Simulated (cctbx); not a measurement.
**A crystallographic session in cctbx: Ba5Tm**

Library: cctbx 2025.11. The data are simulated by the first script.

## 1. Simulate the data

run.py:

```python
from cctbx import adptbx, crystal, miller, sgtbx, xray
from cctbx.array_family import flex
from iotbx.shelx import hklf
from scitbx import matrix
import scitbx.random

cs = crystal.symmetry(unit_cell=(16.708, 4.122, 9.692, 90, 103.58, 90), space_group_symbol='Hall: C -2y')  # Cm
atoms = [  # label, site, U (iso, or U11 U22 U33 U12 U13 U23 in A^2), occupancy
    ("Tm1", (0.1108, 0.5, 0.7293), (0.0062, 0.0097, 0.0051, 0.0000, 0.0023, 0.0000), 1),
    ("Ba1", (0.2879, 0, 0.0713), (0.0059, 0.0042, 0.0069, 0.0000, 0.0016, 0.0000), 1),
    ("Ba2", (0.1668, 0.5, 0.3191), (0.0107, 0.0132, 0.0088, 0.0000, 0.0036, 0.0000), 1),
    ("Ba3", (0.4388, 0.5, 0.3844), (0.0061, 0.0058, 0.0151, 0.0000, 0.0046, 0.0000), 1),
    ("Ba4", (0.3382, 0, 0.6552), (0.0087, 0.0069, 0.0086, 0.0000, 0.0025, 0.0000), 1),
    ("Ba5", (0.4868, 0.5, 0.0025), (0.0080, 0.0075, 0.0076, 0.0000, 0.0009, 0.0000), 1),
]
xs = xray.structure(crystal_symmetry=cs)
for label, site, u, occ in atoms:
    u = adptbx.u_cif_as_u_star(cs.unit_cell(), u) if isinstance(u, tuple) else u
    xs.add_scatterer(xray.scatterer(label, site=site, u=u, occupancy=occ))
xs.set_inelastic_form_factors(0.71073, "sasaki")
xs.show_summary()
p1 = xs.expand_to_p1()
ms = miller.build_set(p1, anomalous_flag=True, d_min=0.77)
flex.set_random_seed(142532)
scitbx.random.set_random_seed(142532)
ms = ms.select(flex.random_double(ms.size()) < 0.95)
i = ms.structure_factors_from_scatterers(p1, algorithm="direct").f_calc().as_intensity_array().data()
i = i * 5000 / flex.max(i)
sig = flex.sqrt(i + flex.pow2(0.04 * i) + 8 ** 2)
noise = scitbx.random.variate(scitbx.random.normal_distribution())(i.size())
data = ms.array(data=i + sig * noise, sigmas=sig).set_observation_type_xray_intensity()
with open("data.hkl", "w") as f:
    data.export_as_shelx_hklf(f)
print("reflections written:", data.size(), " <I/sigma> = %.1f" % flex.mean(data.data() / data.sigmas()))
for h, a, b in list(data.sort("data"))[:12]:
    print("%4d%4d%4d %9.1f %7.1f" % (h + (a, b)))
```

```console
$ python run.py
```

```text
Number of scatterers: 6
At special positions: 6
Unit cell: (16.708, 4.122, 9.692, 90, 103.58, 90)
Space group: C 1 m 1 (No. 8)
reflections written: 5675  <I/sigma> = 4.1
  -4   0   2    4862.7   211.7
   4   0  -2    4819.4   212.3
   3  -1   0    4030.7   168.4
   0   2   0    3976.8   161.9
  -1   1   2    3962.7   171.7
   1  -1  -2    3909.8   169.6
   3   1   0    3893.9   168.4
  -3   1  -3    3855.0   155.4
  -3  -1   0    3782.7   165.8
  -1  -1   2    3621.9   171.7
   1   1  -2    3583.5   169.6
   3  -1   3    3543.0   154.6
```

It took 0.29 s on 1 thread of AMD EPYC 7R13 Processor (Zen 3), with other jobs on the host, peak memory 0.07 GiB.

## 2. Refinement (right model, isotropic)

run.py:

```python
import math
from cctbx import adptbx, crystal, maptbx, sgtbx, xray
from cctbx.array_family import flex
from cctbx.xray import observations
from iotbx.shelx import hklf
from scitbx.lstbx import normal_eqns_solving
from smtbx import absolute_structure, utils
from smtbx.refinement import constraints, least_squares

cs = crystal.symmetry(unit_cell=(16.708, 4.122, 9.692, 90, 103.58, 90), space_group_symbol='Hall: C -2y')  # Cm
atoms = [  # label, site, U (iso, or U11 U22 U33 U12 U13 U23 in A^2), occupancy
    ("Tm1", (0.1093, 0.5, 0.7305), 0.0200, 1),
    ("Ba1", (0.2869, 0, 0.0712), 0.0200, 1),
    ("Ba2", (0.1671, 0.5, 0.3201), 0.0200, 1),
    ("Ba3", (0.4375, 0.5, 0.3824), 0.0200, 1),
    ("Ba4", (0.3354, 0, 0.6579), 0.0200, 1),
    ("Ba5", (0.488, 0.5, 0.0007), 0.0200, 1),
]
xs = xray.structure(crystal_symmetry=cs)
for label, site, u, occ in atoms:
    u = adptbx.u_cif_as_u_star(cs.unit_cell(), u) if isinstance(u, tuple) else u
    xs.add_scatterer(xray.scatterer(label, site=site, u=u, occupancy=occ))
xs.set_inelastic_form_factors(0.71073, "sasaki")
raw = hklf.reader(file_name="data.hkl").as_miller_arrays(crystal_symmetry=cs, anomalous=True)[0]
merged = raw.eliminate_sys_absent().merge_equivalents()
fo2 = merged.array().set_observation_type_xray_intensity()
print("Rint %.3f, %d unique reflections to %.2f A" % (merged.r_int(), fo2.size(), fo2.d_min()))
for sc in xs.scatterers():
    sc.flags.set_grad_site(True)
    sc.flags.set_grad_u_aniso(sc.flags.use_u_aniso())
    sc.flags.set_grad_u_iso(sc.flags.use_u_iso())
obs = fo2.as_xray_observations()
extra = {}
rep = constraints.reparametrisation(xs, [], utils.connectivity_table(xs), **extra)
ls = least_squares.crystallographic_ls(obs, rep, weighting_scheme=least_squares.mainstream_shelx_weighting(a=0, b=0))
print("cycle     R1     wR2    GooF  max shift (A)")
for cycle in range(8):
    ls.build_up()
    r1, wr2, goof = ls.r1_factor(cutoff_factor=2)[0], ls.wR2(), ls.goof()
    old = xs.sites_cart()
    normal_eqns_solving.levenberg_marquardt_iterations(ls, n_max_iterations=3, tau=1e-06, step_threshold=1e-7)
    big = flex.max((xs.sites_cart() - old).norms())
    print("%4d %7.4f %7.4f %7.3f %9.5f" % (cycle + 1, r1, wr2, goof, big))
    ls.build_up(objective_only=True)
    if abs(ls.wR2() - wr2) < 5e-5 and big < 5e-4:
        break
ls.build_up()
print("final R1 %.4f wR2 %.4f GooF %.3f  parameters %d  data/parameter %.1f" % (ls.r1_factor(cutoff_factor=2)[0], ls.wR2(), ls.goof(), ls.n_parameters, fo2.size() / ls.n_parameters))
cov = ls.covariance_matrix_and_annotations()
su = dict(zip(cov.annotations, (math.sqrt(max(v, 0)) for v in cov.matrix.matrix_packed_u_diagonal())))
a2 = cs.unit_cell().reciprocal_parameters()[0] ** -2
print("atom        x        y        z      Ueq    occ   su(xyz)  su(Uiso or U11)")
for sc in xs.scatterers():
    s = max(su.get(sc.label + k, 0) for k in (".x", ".y", ".z"))
    npd = "" if sc.is_positive_definite_u(cs.unit_cell()) else "  NPD"
    print("%-5s %8.5f %8.5f %8.5f %8.4f %6.3f %8.5f %7.4f%s" % ((sc.label,) + sc.site + (sc.u_iso_or_equiv(cs.unit_cell()), sc.occupancy, s, su.get(sc.label + ".uiso", su.get(sc.label + ".u11", 0) * a2), npd)))
fo = fo2.f_sq_as_f()
fc = fo.structure_factors_from_scatterers(xs, algorithm="direct").f_calc()
diff = fo.f_obs_minus_f_calc(1 / math.sqrt(ls.scale_factor()), fc).average_bijvoet_mates()
m = diff.fft_map(symmetry_flags=maptbx.use_space_group_symmetry, resolution_factor=0.25).apply_volume_scaling()
print("difference map: max %.2f min %.2f rms %.2f" % (m.statistics().max(), m.statistics().min(), m.statistics().sigma()))
peaks = m.peak_search(parameters=maptbx.peak_search_parameters(min_distance_sym_equiv=0.6, max_clusters=6)).all()
near = xs.closest_distances(peaks.sites(), distance_cutoff=4)
sps = cs.special_position_settings(min_distance_sym_equiv=0.5)
for k, (x, h) in enumerate(zip(peaks.sites(), peaks.heights())):
    ss = sps.site_symmetry(x)
    print("Q%-3d %7.4f %7.4f %7.4f %4d %7.2f  %.2f A from %s" % ((k + 1,) + tuple(t % 1 for t in ss.exact_site()) + (ss.multiplicity(), h, near.smallest_distances[k], xs.scatterers()[near.i_seqs[k]].label)))
```

```console
$ python run.py
```

```text
Rint 0.043, 1681 unique reflections to 0.77 A
cycle     R1     wR2    GooF  max shift (A)
   1  0.1239  0.2545   3.262   0.04525
   2  0.0369  0.0823   1.055   0.00013
final R1 0.0369 wR2 0.0823 GooF 1.055  parameters 18  data/parameter 93.4
atom        x        y        z      Ueq    occ   su(xyz)  su(Uiso or U11)
Tm1    0.11000  0.50000  0.72962   0.0068  1.000  0.00010  0.0002
Ba1    0.28698  0.00000  0.07150   0.0051  1.000  0.00011  0.0003
Ba2    0.16583  0.50000  0.31943   0.0113  1.000  0.00015  0.0003
Ba3    0.43795  0.50000  0.38478   0.0090  1.000  0.00012  0.0003
Ba4    0.33725  0.00000  0.65516   0.0070  1.000  0.00011  0.0003
Ba5    0.48584  0.50000  0.00277   0.0089  1.000  0.00011  0.0003
difference map: max 4.27 min -3.19 rms 0.43
Q1    0.4543  0.5000  0.4381    2    4.37  0.52 A from Ba3
Q2    0.4281  0.5000  0.3295    2    3.74  0.52 A from Ba3
Q3    0.1109  0.3855  0.7311    4    2.90  0.47 A from Tm1
Q4    0.2802  0.0000  0.0133    2    2.60  0.55 A from Ba1
Q5    0.3820  0.0000  0.3174    2    2.56  2.29 A from Ba3
Q6    0.1670  0.0000  0.6912    2    2.09  2.34 A from Tm1
```

Time: 0.41 s.

## 3. Refinement (right model, anisotropic)

run.py, as its changes from the last script of this kind:

```diff
@@ -12,6 +12,6 @@
-    ("Tm1", (0.1093, 0.5, 0.7305), 0.0200, 1),
-    ("Ba1", (0.2869, 0, 0.0712), 0.0200, 1),
-    ("Ba2", (0.1671, 0.5, 0.3201), 0.0200, 1),
-    ("Ba3", (0.4375, 0.5, 0.3824), 0.0200, 1),
-    ("Ba4", (0.3354, 0, 0.6579), 0.0200, 1),
-    ("Ba5", (0.488, 0.5, 0.0007), 0.0200, 1),
+    ("Tm1", (0.11, 0.5, 0.72962), 0.0068, 1),
+    ("Ba1", (0.28698, 0, 0.0715), 0.0051, 1),
+    ("Ba2", (0.16583, 0.5, 0.31943), 0.0113, 1),
+    ("Ba3", (0.43795, 0.5, 0.38478), 0.0090, 1),
+    ("Ba4", (0.33725, 0, 0.65516), 0.0070, 1),
+    ("Ba5", (0.48584, 0.5, 0.00277), 0.0089, 1),
@@ -23,0 +24 @@
+xs.convert_to_anisotropic()
@@ -56,0 +58,4 @@
+fc = fo2.structure_factors_from_scatterers(xs, algorithm="direct").f_calc()
+absolute_structure.flack_analysis(xs, fo2.as_xray_observations()).show()
+h = absolute_structure.hooft_analysis(fo2, fc, scale_factor=ls.scale_factor())
+print("Hooft y: %.3f(%.0f)  Bijvoet pairs: %d" % (h.hooft_y, 1000 * h.sigma_y, h.n_bijvoet_pairs))
```

```console
$ python run.py
```

```text
Rint 0.043, 1681 unique reflections to 0.77 A
cycle     R1     wR2    GooF  max shift (A)
   1  0.0369  0.0823   1.061   0.00461
   2  0.0335  0.0738   0.951   0.00001
final R1 0.0335 wR2 0.0738 GooF 0.951  parameters 36  data/parameter 46.7
atom        x        y        z      Ueq    occ   su(xyz)  su(Uiso or U11)
Tm1    0.10986  0.50000  0.72951   0.0068  1.000  0.00011  0.0005
Ba1    0.28709  0.00000  0.07160   0.0059  1.000  0.00012  0.0007
Ba2    0.16571  0.50000  0.31895   0.0110  1.000  0.00020  0.0008
Ba3    0.43783  0.50000  0.38497   0.0090  1.000  0.00014  0.0008
Ba4    0.33738  0.00000  0.65559   0.0082  1.000  0.00017  0.0008
Ba5    0.48605  0.50000  0.00270   0.0074  1.000  0.00011  0.0007
Flack x: -0.02(3)
Hooft y: -0.003(29)  Bijvoet pairs: 827
difference map: max 1.91 min -1.70 rms 0.37
Q1    0.1667  0.0000  0.6868    2    1.92  2.35 A from Tm1
Q2    0.0624  0.5000  0.4436    2    1.87  2.33 A from Ba2
Q3    0.0543  0.0000  0.4523    2    1.61  1.90 A from Ba3
Q4    0.4053  0.5000  0.5831    2    1.57  2.12 A from Ba3
Q5    0.4559  0.5000  0.4702    2    1.45  0.81 A from Ba3
Q6    0.3989  0.0000  0.9388    2    1.43  2.51 A from Ba1
```

Time: 0.44 s.

## 4. Refinement

run.py, as its changes from the last script of this kind:

```diff
@@ -23 +23 @@
-xs.set_inelastic_form_factors(0.71073, "sasaki")
+# no anomalous dispersion
@@ -38 +38 @@
-for cycle in range(8):
+for cycle in range(12):
@@ -58,4 +57,0 @@
-fc = fo2.structure_factors_from_scatterers(xs, algorithm="direct").f_calc()
-absolute_structure.flack_analysis(xs, fo2.as_xray_observations()).show()
-h = absolute_structure.hooft_analysis(fo2, fc, scale_factor=ls.scale_factor())
-print("Hooft y: %.3f(%.0f)  Bijvoet pairs: %d" % (h.hooft_y, 1000 * h.sigma_y, h.n_bijvoet_pairs))
```

```console
$ python run.py
```

```text
Rint 0.043, 1681 unique reflections to 0.77 A
cycle     R1     wR2    GooF  max shift (A)
   1  0.0402  0.0893   1.151   0.00480
   2  0.0373  0.0817   1.053   0.00002
final R1 0.0373 wR2 0.0817 GooF 1.053  parameters 36  data/parameter 46.7
atom        x        y        z      Ueq    occ   su(xyz)  su(Uiso or U11)
Tm1    0.10988  0.50000  0.72953   0.0068  1.000  0.00013  0.0006
Ba1    0.28709  0.00000  0.07159   0.0062  1.000  0.00014  0.0008
Ba2    0.16574  0.50000  0.31892   0.0113  1.000  0.00023  0.0010
Ba3    0.43780  0.50000  0.38495   0.0093  1.000  0.00016  0.0009
Ba4    0.33736  0.00000  0.65564   0.0085  1.000  0.00019  0.0009
Ba5    0.48605  0.50000  0.00267   0.0076  1.000  0.00012  0.0007
difference map: max 1.83 min -1.67 rms 0.37
Q1    0.1673  0.0000  0.6877    2    1.84  2.35 A from Tm1
Q2    0.0612  0.5000  0.4432    2    1.69  2.34 A from Ba2
Q3    0.4540  0.5000  0.4693    2    1.50  0.80 A from Ba3
Q4    0.0506  0.5000  0.8019    2    1.49  1.34 A from Tm1
Q5    0.3980  0.0000  0.9355    2    1.48  2.51 A from Ba1
Q6    0.1094  0.5000  0.8735    2    1.47  1.40 A from Tm1
```

Time: 0.4 s.

This run holds a fault made on purpose: anomalous dispersion left out.

## 5. Refinement

run.py, as its changes from the last script of this kind:

```diff
@@ -12,6 +12,6 @@
-    ("Tm1", (0.11, 0.5, 0.72962), 0.0068, 1),
-    ("Ba1", (0.28698, 0, 0.0715), 0.0051, 1),
-    ("Ba2", (0.16583, 0.5, 0.31943), 0.0113, 1),
-    ("Ba3", (0.43795, 0.5, 0.38478), 0.0090, 1),
-    ("Ba4", (0.33725, 0, 0.65516), 0.0070, 1),
-    ("Ba5", (0.48584, 0.5, 0.00277), 0.0089, 1),
+    ("Tm1", (0.89, 0.5, 0.27038), 0.0068, 1),
+    ("Ba1", (0.71302, 0, 0.9285), 0.0051, 1),
+    ("Ba2", (0.83417, 0.5, 0.68057), 0.0113, 1),
+    ("Ba3", (0.56205, 0.5, 0.61522), 0.0090, 1),
+    ("Ba4", (0.66275, 0, 0.34484), 0.0070, 1),
+    ("Ba5", (0.51416, 0.5, 0.99723), 0.0089, 1),
@@ -23 +23 @@
-# no anomalous dispersion
+xs.set_inelastic_form_factors(0.71073, "sasaki")
@@ -57,0 +58,4 @@
+fc = fo2.structure_factors_from_scatterers(xs, algorithm="direct").f_calc()
+absolute_structure.flack_analysis(xs, fo2.as_xray_observations()).show()
+h = absolute_structure.hooft_analysis(fo2, fc, scale_factor=ls.scale_factor())
+print("Hooft y: %.3f(%.0f)  Bijvoet pairs: %d" % (h.hooft_y, 1000 * h.sigma_y, h.n_bijvoet_pairs))
```

```console
$ python run.py
```

```text
Rint 0.043, 1681 unique reflections to 0.77 A
cycle     R1     wR2    GooF  max shift (A)
   1  0.0488  0.1072   1.381   0.00600
   2  0.0468  0.1011   1.302   0.00012
final R1 0.0468 wR2 0.1011 GooF 1.302  parameters 36  data/parameter 46.7
atom        x        y        z      Ueq    occ   su(xyz)  su(Uiso or U11)
Tm1    0.88992  0.50000  0.27033   0.0074  1.000  0.00016  0.0007
Ba1    0.71291  0.00000  0.92848   0.0056  1.000  0.00017  0.0010
Ba2    0.83393  0.50000  0.68083   0.0101  1.000  0.00025  0.0011
Ba3    0.56242  0.50000  0.61525   0.0083  1.000  0.00019  0.0011
Ba4    0.66298  0.00000  0.34451   0.0086  1.000  0.00022  0.0012
Ba5    0.51403  0.50000  0.99737   0.0081  1.000  0.00015  0.0009
Flack x: 1.03(3)
Hooft y: 1.013(29)  Bijvoet pairs: 827
difference map: max 1.81 min -1.70 rms 0.38
Q1    0.3319  0.5000  0.3112    2    1.83  2.35 A from Tm1
Q2    0.3931  0.0000  0.2717    2    1.72  0.05 A from Tm1
Q3    0.4377  0.0000  0.5559    2    1.60  2.34 A from Ba2
Q4    0.3459  0.5000  0.9959    2    1.45  2.16 A from Ba1
Q5    0.4470  0.0000  0.2017    2    1.41  1.28 A from Tm1
Q6    0.2098  0.5000  0.0152    2    1.41  0.85 A from Ba1
```

Time: 0.43 s.

This run holds a fault made on purpose: the structure inverted.

## 6. Refinement

run.py, as its changes from the last script of this kind:

```diff
@@ -12,6 +12,6 @@
-    ("Tm1", (0.89, 0.5, 0.27038), 0.0068, 1),
-    ("Ba1", (0.71302, 0, 0.9285), 0.0051, 1),
-    ("Ba2", (0.83417, 0.5, 0.68057), 0.0113, 1),
-    ("Ba3", (0.56205, 0.5, 0.61522), 0.0090, 1),
-    ("Ba4", (0.66275, 0, 0.34484), 0.0070, 1),
-    ("Ba5", (0.51416, 0.5, 0.99723), 0.0089, 1),
+    ("Tm1", (0.11, 0.5, 0.72962), 0.0068, 1),
+    ("Ba1", (0.28698, 0, 0.0715), 0.0051, 1),
+    ("Ba2", (0.16583, 0.5, 0.31943), 0.0113, 1),
+    ("Gd1", (0.43795, 0.5, 0.38478), 0.0090, 1),
+    ("Ba3", (0.33725, 0, 0.65516), 0.0070, 1),
+    ("Ba4", (0.48584, 0.5, 0.00277), 0.0089, 1),
@@ -58,4 +57,0 @@
-fc = fo2.structure_factors_from_scatterers(xs, algorithm="direct").f_calc()
-absolute_structure.flack_analysis(xs, fo2.as_xray_observations()).show()
-h = absolute_structure.hooft_analysis(fo2, fc, scale_factor=ls.scale_factor())
-print("Hooft y: %.3f(%.0f)  Bijvoet pairs: %d" % (h.hooft_y, 1000 * h.sigma_y, h.n_bijvoet_pairs))
```

```console
$ python run.py
```

```text
Rint 0.043, 1681 unique reflections to 0.77 A
cycle     R1     wR2    GooF  max shift (A)
   1  0.0531  0.1179   1.519   0.01614
   2  0.0385  0.0843   1.086   0.00029
final R1 0.0384 wR2 0.0843 GooF 1.086  parameters 36  data/parameter 46.7
atom        x        y        z      Ueq    occ   su(xyz)  su(Uiso or U11)
Tm1    0.11047  0.50000  0.73006   0.0057  1.000  0.00012  0.0005
Ba1    0.28700  0.00000  0.07123   0.0059  1.000  0.00014  0.0009
Ba2    0.16648  0.50000  0.31843   0.0081  1.000  0.00021  0.0009
Gd1    0.43737  0.50000  0.38477   0.0147  1.000  0.00015  0.0009
Ba3    0.33670  0.00000  0.65609   0.0085  1.000  0.00020  0.0010
Ba4    0.48575  0.50000  0.00247   0.0062  1.000  0.00014  0.0007
difference map: max 2.19 min -2.90 rms 0.44
Q1    0.1881  0.5000  0.2808    2    2.20  0.57 A from Ba2
Q2    0.0616  0.5000  0.4423    2    2.14  2.34 A from Ba2
Q3    0.1649  0.0000  0.6865    2    2.06  2.33 A from Tm1
Q4    0.4141  0.5000  0.4871    2    1.69  1.15 A from Gd1
Q5    0.2317  0.0000  0.6378    2    1.69  1.72 A from Ba3
Q6    0.4075  0.5000  0.5723    2    1.68  1.99 A from Gd1
```

Run time: 0.37 s on 1 thread of AMD EPYC 7R13 Processor (Zen 3), on a shared host, peak memory 0.09 GiB.

This run holds a fault made on purpose: wrong element: Gd1 is Ba.

[Logs are printed without paths, hosts, clocks, repeated set-up lines and the standing remarks that a program may print on its own settings, such as how far it seeks lower states.]
